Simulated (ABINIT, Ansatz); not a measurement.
An input for ABINIT 10.8.3 (LiCNO (R3m)):

```
acell 3*1.0 Angstrom
rprim 
  1.643988180588 0.949157018607 4.762053928800
  -1.643988180588 0.949157018607 4.762053928800
  0.000000000000 -1.898314037214 4.762053928800
ntypat 4
znucl 3 6 7 8
natom 4
typat 1 2 3 4
xred 
  0.005259000000 0.005259000000 0.005259000000
  0.497462000000 0.497462000000 0.497462000000
  0.413960000000 0.413960000000 0.413960000000
  0.583333333333 0.583333333333 0.583333333333
pp_dirpath "pseudos"
pseudos "Li.upf, C.upf, N.upf, O.upf"
ecut 37
ngkpt 6 6 6
nshiftk 1
shiftk 0 0 0
kptopt 1
chksymbreak 0
istwfk *1
occopt 1
irdwfk 1
optdriver 3
nband 63
ecuteps 5.2
inclvkb 2
awtr 1
symchi 1
indata_prefix "in"
outdata_prefix "out"
tmpdata_prefix "tmp"
```

```sh
OMP_NUM_THREADS=1 mpirun -n 4 abinit run.abi > log
```

**Question.** How long will it take on 4 MPI ranks of Intel Xeon Platinum 8375C at 2.90GHz (Ice Lake), shared host, and how much memory?

It took 13 min; on shared hardware allow 6.5 min to 26 min. Peak host memory was 3.5 GiB.

[Paths, hosts, dates, memory and timing lines, banners, echoed tables and standing remarks are left out of the program output.]

[Logs are printed without paths, hosts, clocks, repeated set-up lines and the standing remarks that a program may print on its own settings, such as how far it seeks lower states.]

[Runs of the session that timed out or met a known fault of the program may be left out.]

[Hosts, paths, dates, database ids (printed as entryN), source tags and the programs' standing remarks are cut or masked in the printed files.]

[G0W0 gaps are taken among the corrected bands and points alone; a level outside them can change the order at an edge.]

[Where Ansatz stands beside ABINIT at settings called matched, ABINIT's density can come from a denser mesh and the files from another edition; pairs whose starting gaps differed by over 0.03 eV were left out, so agreement reads better than it is.]
